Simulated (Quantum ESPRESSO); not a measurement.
# 1T-SnSe2, 1 layer: a series in biaxial strain, part 3 of 6

Wanted: a table for 1T-SnSe2, 1 layer against biaxial strain, and what can be fitted to it.

Quantum ESPRESSO 7.5; plane-wave DFT, PBE, GBRV ultrasoft pseudopotentials.

So far. Step 2 (Relaxing cell and ions of the reference):  The last row is no step: it is a fresh SCF in the final cell with a new plane-wave basis, +5 meV from the row before. Step 3 (Relaxing the ions, -4 %): The relaxation lowers the energy by 9 meV an atom.

**5. Electrostatic potential, -4 %**

plot_num = 11 writes the bare and Hartree potential, from which vacuum levels or, in a crystal, the mean potential are read.

The input, m0.pot.in:

```
&inputpp
  prefix = 'm0.scf'
  outdir = './out'
  filplot = 'm0.pot.dat'
  plot_num = 11
/
```

Run with:

```sh
OMP_NUM_THREADS=1 mpirun -n 4 pp.x -in m0.pot.in > m0.pot.out
```

The log of the run:

```text
[banner, memory and clock lines left out]
Program POST-PROC v.7.5 starts

          URL

     ./out/m0.scf.save/

     IMPORTANT: XC functional enforced from input :
     Exchange-correlation= PBE
                           (   1   4   3   4   0   0   0)
     Any further DFT definition will be discarded
     Please, verify this is what you really want

     negative rho (up, down):  2.509E-04 0.000E+00

     Calling punch_plot, plot_num =  11
     Writing data to file  m0.pot.dat
     Message from routine chdens:
     namelist plot not found or invalid, exiting
```

The job ended after 0.98 s (4 MPI ranks of Arm Neoverse V1, shared host; peak memory 0.09 GiB).

This step gave:

| Quantity | Value |
| --- | --- |
| slope of the potential above | 7.25e-5 eV/Å |
| upper vacuum line continued to the top atoms, over the valence top | 5.544 eV |
| slope of the potential below | -3.41e-5 eV/Å |
| lower vacuum line continued to the bottom atoms, over the valence top | 5.544 eV |
| vacuum level at the upper face over the valence top of the mesh | 5.544 eV |
| vacuum level at the lower face over the valence top of the mesh | 5.544 eV |

Electrostatic potential energy of an electron; zero at the highest filled level of the SCF mesh. Table of potential energy, planar mean by z:

```csv
z (Å),"potential energy, planar mean (eV)"
0.0,5.54
0.5,5.54
1.0,5.54
1.5,5.54
2.0,5.54
2.5,5.54
3.0,5.54
3.5,5.54
4.0,5.54
4.5,5.51
5.0,5.39
5.5,4.88
6.0,2.57
6.5,-6.11
7.0,-11.6
7.5,-4.98
8.0,-7.22
8.5,-12.5
9.0,-8.77
9.5,-4.16
10.0,-10.7
10.5,-8.47
11.0,1.42
11.5,4.61
12.0,5.34
12.5,5.50
13.0,5.53
13.5,5.54
14.0,5.54
14.5,5.54
15.0,5.54
15.5,5.54
16.0,5.54
16.5,5.54
```

**6. Band structure, -4 %**

Bands along a path place the edges.

The input, m0.bands.in:

```
&control
  prefix = 'm0.bands'
  outdir = './out'
  pseudo_dir = './pseudo'
  calculation = 'bands'
/
&system
  ibrav = 0
  nat = 3
  ntyp = 2
  ecutwfc = 40
  ecutrho = 200
  occupations = 'smearing'
  smearing = 'fd'
  degauss = 0.002
  nbnd = 19
/
&electrons
  conv_thr = 1e-07
  mixing_beta = 0.4
  electron_maxstep = 120
  mixing_mode = 'plain'
/
ATOMIC_SPECIES
  Se  78.9710  se_pbe_v1.uspp.F.UPF
  Sn  118.7100  sn_pbe_v1.4.uspp.F.UPF
CELL_PARAMETERS angstrom
  3.68993700288000 0.00000000000000 0.00000000000000
  -1.84496850144000 3.19557918240000 0.00000000000000
  0.00000000000000 0.00000000000000 17.11048904300000
ATOMIC_POSITIONS crystal
  Se  0.666666666700 0.333333333300 0.403444180800
  Sn  0.000000000000 0.000000000000 0.500000000000
  Se  0.333333333300 0.666666666700 0.596555819200
K_POINTS crystal_b
4
  0.0000000000 0.0000000000 0.0000000000 12
  0.5000000000 0.0000000000 0.0000000000 12
  0.3333333333 0.3333333333 0.0000000000 12
  0.0000000000 0.0000000000 0.0000000000 1
```

Run with:

```sh
cp -r out/m0.scf.save out/m0.bands.save
cp out/m0.scf.xml out/m0.bands.xml
OMP_NUM_THREADS=1 mpirun -n 4 pw.x -nk 4 -in m0.bands.in > m0.bands.out
```

The log of the run:

```text
[banner, memory and clock lines left out]
Program PWSCF v.7.5 starts

          URL

     Atomic positions and unit cell read from directory:
     ./out/m0.bands.save/

     Message from routine setup:
     using ibrav=0 with symmetry is DISCOURAGED, use correct ibrav instead

     G-vector sticks info

     bravais-lattice index     =            0
     lattice parameter (alat)  =       6.9730  a.u.
     unit-cell volume          =    1361.5311 (a.u.)^3
     number of atoms/cell      =            3
     number of atomic types    =            2
     number of electrons       =        26.00
     number of Kohn-Sham states=           19
     kinetic-energy cutoff     =      40.0000  Ry
     charge density cutoff     =     200.0000  Ry
     Exchange-correlation=  SLA  PW   PBX  PBC
                           (   1   4   3   4   0   0   0)

     celldm(1)=   6.972970  celldm(2)=   0.000000  celldm(3)=   0.000000
     celldm(4)=   0.000000  celldm(5)=   0.000000  celldm(6)=   0.000000

     crystal axes: (cart. coord. in units of alat)
               a(1) = (   1.000000   0.000000   0.000000 )
               a(2) = (  -0.500000   0.866025   0.000000 )
               a(3) = (   0.000000   0.000000   4.637068 )

     reciprocal axes: (cart. coord. in units 2 pi/alat)
               b(1) = (  1.000000  0.577350 -0.000000 )
               b(2) = (  0.000000  1.154701  0.000000 )
               b(3) = (  0.000000 -0.000000  0.215654 )

     PseudoPot. # 1 for Se read from file:
     ./pseudo/se_pbe_v1.uspp.F.UPF
     Pseudo is Ultrasoft + core correction, Zval =  6.0
     Generated by new atomic code, or converted to UPF format
     Using radial grid of  877 points,  6 beta functions with:
                l(1) =   0
                l(2) =   0
                l(3) =   1
                l(4) =   1
                l(5) =   2
                l(6) =   2
     Q(r) pseudized with  8 coefficients,  rinner =    1.300   1.300   1.300
                                                       1.300   1.300

     PseudoPot. # 2 for Sn read from file:
     ./pseudo/sn_pbe_v1.4.uspp.F.UPF
     Pseudo is Ultrasoft + core correction, Zval = 14.0
     Generated by new atomic code, or converted to UPF format
     Using radial grid of  891 points,  6 beta functions with:
                l(1) =   0
                l(2) =   0
                l(3) =   1
                l(4) =   1
                l(5) =   2
                l(6) =   2
     Q(r) pseudized with  8 coefficients,  rinner =    1.350   1.350   1.350
                                                       1.350   1.350

     atomic species   valence    mass     pseudopotential
     Se                6.00    78.97100     Se( 1.00)
     Sn               14.00   118.71000     Sn( 1.00)

     12 Sym. Ops., with inversion, found

   Cartesian axes

     site n.     atom                  positions (alat units)
         1        Se     tau(   1) = (   0.5000000   0.2886751   1.8707981  )
         2        Sn     tau(   2) = (   0.0000000   0.0000000   2.3185340  )
         3        Se     tau(   3) = (  -0.0000000   0.5773503   2.7662699  )

     number of k points=    37  Fermi-Dirac smearing, width (Ry)=  0.0020
                       cart. coord. in units 2pi/alat
        k(    1) = (   0.0000000   0.0000000   0.0000000), wk =   0.0540541
        k(    2) = (   0.0416667   0.0240563   0.0000000), wk =   0.0540541
        k(    3) = (   0.0833333   0.0481125   0.0000000), wk =   0.0540541
        k(    4) = (   0.1250000   0.0721688   0.0000000), wk =   0.0540541
        k(    5) = (   0.1666667   0.0962250   0.0000000), wk =   0.0540541
        k(    6) = (   0.2083333   0.1202813   0.0000000), wk =   0.0540541
        k(    7) = (   0.2500000   0.1443376   0.0000000), wk =   0.0540541
        k(    8) = (   0.2916667   0.1683938   0.0000000), wk =   0.0540541
        k(    9) = (   0.3333333   0.1924501   0.0000000), wk =   0.0540541
        k(   10) = (   0.3750000   0.2165064   0.0000000), wk =   0.0540541
        k(   11) = (   0.4166667   0.2405626   0.0000000), wk =   0.0540541
        k(   12) = (   0.4583333   0.2646189   0.0000000), wk =   0.0540541
        k(   13) = (   0.5000000   0.2886751   0.0000000), wk =   0.0540541
        k(   14) = (   0.4861111   0.3127314   0.0000000), wk =   0.0540541
        k(   15) = (   0.4722222   0.3367877   0.0000000), wk =   0.0540541
        k(   16) = (   0.4583333   0.3608439   0.0000000), wk =   0.0540541
        k(   17) = (   0.4444444   0.3849002   0.0000000), wk =   0.0540541
        k(   18) = (   0.4305556   0.4089564   0.0000000), wk =   0.0540541
        k(   19) = (   0.4166667   0.4330127   0.0000000), wk =   0.0540541
        k(   20) = (   0.4027778   0.4570690   0.0000000), wk =   0.0540541
        k(   21) = (   0.3888889   0.4811252   0.0000000), wk =   0.0540541
        k(   22) = (   0.3750000   0.5051815   0.0000000), wk =   0.0540541
        k(   23) = (   0.3611111   0.5292377   0.0000000), wk =   0.0540541
        k(   24) = (   0.3472222   0.5532940   0.0000000), wk =   0.0540541
        k(   25) = (   0.3333333   0.5773503   0.0000000), wk =   0.0540541
        k(   26) = (   0.3055556   0.5292377   0.0000000), wk =   0.0540541
        k(   27) = (   0.2777778   0.4811252   0.0000000), wk =   0.0540541
        k(   28) = (   0.2500000   0.4330127   0.0000000), wk =   0.0540541
        k(   29) = (   0.2222222   0.3849002   0.0000000), wk =   0.0540541
        k(   30) = (   0.1944444   0.3367877   0.0000000), wk =   0.0540541
        k(   31) = (   0.1666667   0.2886751   0.0000000), wk =   0.0540541
        k(   32) = (   0.1388889   0.2405626   0.0000000), wk =   0.0540541
        k(   33) = (   0.1111111   0.1924501   0.0000000), wk =   0.0540541
        k(   34) = (   0.0833333   0.1443376   0.0000000), wk =   0.0540541
        k(   35) = (   0.0555556   0.0962250   0.0000000), wk =   0.0540541
        k(   36) = (   0.0277778   0.0481125   0.0000000), wk =   0.0540541
        k(   37) = (   0.0000000   0.0000000   0.0000000), wk =   0.0540541

     Dense  grid:    65125 G-vectors     FFT dimensions: (  32,  32, 150)

     Smooth grid:    46421 G-vectors     FFT dimensions: (  30,  30, 135)

     The potential is recalculated from file :
     ./out/m0.bands.save/charge-density

     negative rho (up, down):  2.509E-04 0.000E+00
     Starting wfcs are   17 randomized atomic wfcs +    2 random wfcs

     Band Structure Calculation
     Davidson diagonalization with overlap

     ethr =  3.85E-10,  avg # of iterations = 68.5

     End of band structure calculation

          k = 0.0000 0.0000 0.0000 (  5759 PWs)   bands (ev):

   -22.2572 -22.2572 -22.2003 -22.1860 -22.1860 -14.8961 -13.5641  -7.0997
[...]
4.2881   4.6089   4.6964

          k = 0.1667 0.0962 0.0000 (  5762 PWs)   bands (ev):

   -22.2681 -22.2418 -22.1985 -22.1895 -22.1869 -14.6006 -13.3414  -7.0824
    -3.1487  -2.5797  -2.1231  -1.9226  -0.8651   1.5117   3.0260   4.2323
     4.4682   4.6959   4.9320

          k = 0.2083 0.1203 0.0000 (  5760 PWs)   bands (ev):

   -22.2744 -22.2349 -22.2037 -22.1868 -22.1842 -14.4409 -13.2304  -7.1152
    -3.7347  -2.7841  -2.2748  -2.1612  -0.9314   1.3018   3.0678   4.4833
     4.6229   4.8070   5.2177

          k = 0.2500 0.1443 0.0000 (  5782 PWs)   bands (ev):

   -22.2816 -22.2282 -22.2089 -22.1860 -22.1783 -14.2530 -13.1096  -7.1969
    -4.2604  -3.1292  -2.3880  -2.2243  -1.0103   0.9809   3.1410   4.4787
     4.7287   4.9927   5.4907

          k = 0.2917 0.1684 0.0000 (  5812 PWs)   bands (ev):

   -22.2892 -22.2225 -22.2138 -22.1842 -22.1724 -14.0429 -12.9890  -7.3410
    -4.7084  -3.4226  -2.5932  -2.1459  -1.0921   0.6375   3.1818   4.3394
     4.7816   5.1340   5.5344

          k = 0.3333 0.1925 0.0000 (  5828 PWs)   bands (ev):

   -22.2966 -22.2184 -22.2181 -22.1813 -22.1667 -13.8194 -12.8808  -7.5412
    -5.0773  -3.6183  -2.7694  -2.0798  -1.1690   0.3202   3.1801   4.1671
     4.7932   5.0316   5.7018

          k = 0.3750 0.2165 0.0000 (  5824 PWs)   bands (ev):

   -22.3032 -22.2215 -22.2158 -22.1777 -22.1619 -13.5950 -12.7988  -7.7656
    -5.3730  -3.7136  -2.9114  -2.0434  -1.2346   0.0594   3.1525   4.0197
     4.7809   4.8063   6.0353

          k = 0.4167 0.2406 0.0000 (  5824 PWs)   bands (ev):

   -22.3083 -22.2241 -22.2145 -22.1744 -22.1582 -13.3886 -12.7542  -7.9693
    -5.5950  -3.7347  -3.0153  -2.0410  -1.2844  -0.1264   3.1184   3.9285
     4.5790   4.7605   6.4486

          k = 0.4583 0.2646 0.0000 (  5834 PWs)   bands (ev):

   -22.3116 -22.2257 -22.2139 -22.1721 -22.1558 -13.2295 -12.7474  -8.1104
    -5.7349  -3.7219  -3.0786  -2.0582  -1.3155  -0.2331   3.0918   3.8976
     4.4017   4.7438   6.9197

          k = 0.5000 0.2887 0.0000 (  5828 PWs)   bands (ev):

   -22.3127 -22.2262 -22.2137 -22.1712 -22.1550 -13.1651 -12.7536  -8.1607
    -5.7828  -3.7124  -3.0998  -2.0685  -1.3261  -0.2672   3.0818   3.8973
     4.3302   4.7375   7.3818

          k = 0.4861 0.3127 0.0000 (  5825 PWs)   bands (ev):

   -22.3122 -22.2260 -22.2142 -22.1715 -22.1551 -13.1610 -12.7518  -8.1599
    -5.7755  -3.7141  -3.1490  -2.0656  -1.3619  -0.2260   3.1254   3.9110
     4.3566   4.7060   7.3905

          k = 0.4722 0.3368 0.0000 (  5817 PWs)   bands (ev):

   -22.3107 -22.2252 -22.2156 -22.1723 -22.1552 -13.1486 -12.7463  -8.1578
    -5.7536  -3.7199  -3.2844  -2.0583  -1.4623  -0.1147   3.2443   3.9565
     4.4306   4.6244   7.4165

          k = 0.4583 0.3608 0.0000 (  5817 PWs)   bands (ev):

   -22.3082 -22.2239 -22.2179 -22.1735 -22.1554 -13.1283 -12.7377  -8.1548
    -5.7171  -3.7327  -3.4788  -2.0487  -1.6085   0.0382   3.4050   4.0485
     4.4434   4.6210   7.4596

          k = 0.4444 0.3849 0.0000 (  5819 PWs)   bands (ev):

   -22.3049 -22.2222 -22.2211 -22.1753 -22.1556 -13.1007 -12.7267  -8.1518
    -5.6664  -3.7575  -3.7041  -2.0385  -1.7769   0.2021   3.5598   4.2096
     4.3061   4.8084   7.5194

          k = 0.4306 0.4090 0.0000 (  5829 PWs)   bands (ev):

   -22.3008 -22.2251 -22.2199 -22.1774 -22.1559 -13.0664 -12.7144  -8.1498
    -5.6016  -3.9383  -3.8008  -2.0293  -1.9435   0.3525   3.6774   4.1551
     4.4446   5.0714   7.5949

          k = 0.4167 0.4330 0.0000 (  5843 PWs)   bands (ev):

   -22.2962 -22.2296 -22.2173 -22.1798 -22.1563 -13.0263 -12.7022  -8.1500
    -5.5233  -4.1651  -3.8697  -2.0877  -2.0228   0.4734   3.7611   4.0184
     4.7220   5.3969   7.6840

          k = 0.4028 0.4571 0.0000 (  5839 PWs)   bands (ev):

   -22.2910 -22.2348 -22.2143 -22.1826 -22.1566 -12.9818 -12.6918  -8.1533
    -5.4320  -4.3724  -3.9685  -2.1945  -2.0214   0.5572   3.8233   3.9091
     4.9992   5.7780   7.7795

          k = 0.3889 0.4811 0.0000 (  5825 PWs)   bands (ev):

   -22.2855 -22.2403 -22.2111 -22.1855 -22.1570 -12.9340 -12.6853  -8.1600
    -5.3286  -4.5516  -4.0955  -2.2576  -2.0274   0.6045   3.8341   3.8693
     5.2384   6.2041   7.8029

          k = 0.3750 0.5052 0.0000 (  5821 PWs)   bands (ev):

   -22.2798 -22.2460 -22.2076 -22.1885 -22.1574 -12.8847 -12.6850  -8.1699
    -5.2148  -4.6970  -4.2420  -2.2793  -2.0437   0.6223   3.7948   3.8987
     5.4119   6.6569   7.7859

          k = 0.3611 0.5292 0.0000 (  5839 PWs)   bands (ev):

   -22.2741 -22.2518 -22.2042 -22.1916 -22.1577 -12.8355 -12.6933  -8.1811
    -5.0940  -4.8050  -4.3938  -2.2667  -2.0725   0.6215   3.7886   3.9080
     5.5116   7.1009   7.8300

          k = 0.3472 0.5533 0.0000 (  5837 PWs)   bands (ev):

   -22.2685 -22.2575 -22.2008 -22.1947 -22.1579 -12.7885 -12.7128  -8.1908
    -4.9773  -4.8750  -4.5293  -2.2282  -2.1153   0.6137   3.8103   3.8934
     5.5529   7.4513   7.9211

          k = 0.3333 0.5774 0.0000 (  5835 PWs)   bands (ev):

   -22.2630 -22.2630 -22.1977 -22.1977 -22.1579 -12.7456 -12.7456  -8.1949
    -4.9081  -4.9081  -4.5959  -2.1719  -2.1719   0.6093   3.8536   3.8536
     5.5615   7.5734   8.0055

          k = 0.3056 0.5292 0.0000 (  5827 PWs)   bands (ev):

   -22.2728 -22.2530 -22.2031 -22.1928 -22.1577 -12.8573 -12.6804  -8.1700
    -5.0256  -4.8781  -4.3835  -2.3155  -2.0316   0.6364   3.7146   3.9789
     5.5495   7.3518   7.7230

          k = 0.2778 0.4811 0.0000 (  5827 PWs)   bands (ev):

   -22.2801 -22.2444 -22.2076 -22.1903 -22.1571 -13.0320 -12.6544  -8.0799
    -5.1330  -4.7537  -4.0357  -2.4622  -1.8894   0.7237   3.5569   4.1140
     5.5133   6.9761   7.3126

          k = 0.2500 0.4330 0.0000 (  5845 PWs)   bands (ev):

   -22.2845 -22.2377 -22.2105 -22.1897 -22.1574 -13.2594 -12.6763  -7.9198
    -5.1128  -4.5819  -3.6600  -2.5499  -1.7771   0.8590   3.4563   4.2077
     5.4221   6.5743   6.8165

          k = 0.2222 0.3849 0.0000 (  5845 PWs)   bands (ev):

   -22.2857 -22.2332 -22.2118 -22.1901 -22.1596 -13.5198 -12.7464  -7.7092
    -4.9490  -4.4017  -3.2842  -2.5184  -1.7118   1.0194   3.4578   4.2117
     5.2665   6.2065   6.3633

          k = 0.1944 0.3368 0.0000 (  5833 PWs)   bands (ev):

   -22.2841 -22.2312 -22.2113 -22.1906 -22.1640 -13.7914 -12.8561  -7.4853
    -4.6459  -4.2153  -2.9397  -2.3432  -1.6851   1.1854   3.5632   4.1032
     5.0606   5.8845   5.9947

          k = 0.1667 0.2887 0.0000 (  5827 PWs)   bands (ev):

   -22.2802 -22.2319 -22.2091 -22.1907 -22.1704 -14.0553 -12.9911  -7.2917
    -4.2179  -3.9778  -2.6736  -2.0547  -1.6565   1.3458   3.7247   3.9056
     4.8325   5.5813   5.6936

          k = 0.1389 0.2406 0.0000 (  5803 PWs)   bands (ev):

   -22.2751 -22.2352 -22.2052 -22.1902 -22.1776 -14.2967 -13.1354  -7.1601
    -3.6860  -3.6372  -2.5367  -1.7141  -1.5707   1.4926   3.6738   3.8351
     4.6445   5.2847   5.3953

          k = 0.1111 0.1925 0.0000 (  5805 PWs)   bands (ev):

   -22.2695 -22.2403 -22.2003 -22.1902 -22.1841 -14.5051 -13.2739  -7.0948
    -3.1771  -3.0764  -2.5229  -1.4246  -1.3841   1.5982   3.4790   3.7682
     4.5492   5.0035   5.0720

          k = 0.0833 0.1443 0.0000 (  5785 PWs)   bands (ev):

   -22.2645 -22.2462 -22.1951 -22.1929 -22.1866 -14.6731 -13.3940  -7.0773
    -2.6221  -2.5739  -2.4217  -1.2677  -1.1133   1.5837   3.4186   3.5258
     4.4382   4.7499   4.7560

          k = 0.0556 0.0962 0.0000 (  5771 PWs)   bands (ev):

   -22.2605 -22.2518 -22.1969 -22.1904 -22.1864 -14.7961 -13.4864  -7.0837
    -2.6298  -2.0270  -1.7976  -1.1271  -0.9297   1.3801   3.1488   3.5548
     4.2009   4.5335   4.5866

          k = 0.0278 0.0481 0.0000 (  5771 PWs)   bands (ev):

   -22.2580 -22.2558 -22.1995 -22.1871 -22.1861 -14.8709 -13.5444  -7.0948
    -2.6722  -1.4902  -1.3511  -0.9698  -0.8457   1.0745   2.7336   3.8015
     4.0157   4.3583   4.5142

          k = 0.0000 0.0000 0.0000 (  5759 PWs)   bands (ev):

   -22.2572 -22.2572 -22.2003 -22.1860 -22.1860 -14.8961 -13.5641  -7.0997
    -2.6875  -1.2291  -1.2291  -0.8462  -0.8462   0.9122   2.5385   3.9556
     3.9556   4.2581   4.4910

     XML data file, pseudopotentials, collected wavefunctions

                                        0.00s GPU  (     639 calls)
```

Elapsed: 31 s, on 4 MPI ranks; peak memory 0.31 GiB.

Band numbers count within the set of bands kept for display. Electronic bands along the path, in eV, zero at the highest filled level of the SCF mesh; v1 is the highest filled band, c1 the lowest empty one:

```csv
point,v4,v3,v2,v1,c1,c2,c3,c4
Γ,-0.42,-0.42,-0.04,-0.04,1.72,3.35,4.77,4.77
halfway,-2.32,-1.58,-1.41,-0.20,1.79,3.95,5.29,5.54
M,-2.90,-2.29,-1.26,-0.52,0.54,3.89,4.71,5.14
halfway,-3.35,-3.06,-1.28,-1.21,1.28,4.57,4.83,5.53
K,-4.10,-3.79,-1.36,-1.36,1.42,4.66,4.66,6.37
halfway,-3.17,-1.86,-1.24,-0.85,2.16,4.54,4.72,5.64
Γ,-0.42,-0.42,-0.04,-0.04,1.72,3.35,4.77,4.77
```

Along this path the valence top lies near Γ and the conduction bottom at M.

(Part 3 of 6 ends here.)

[Logs are printed without paths, hosts, clocks, repeated set-up lines and the standing remarks that a program may print on its own settings, such as how far it seeks lower states.]

[Hosts, paths, dates, database ids (printed as entryN), source tags and the programs' standing remarks are cut or masked in the printed files.]

[Maps of the electrostatic potential energy from Ansatz leave out the sawtooth potential of an applied field or a dipole correction, so their vacuum need not be flat; planar profiles and work functions include it.]
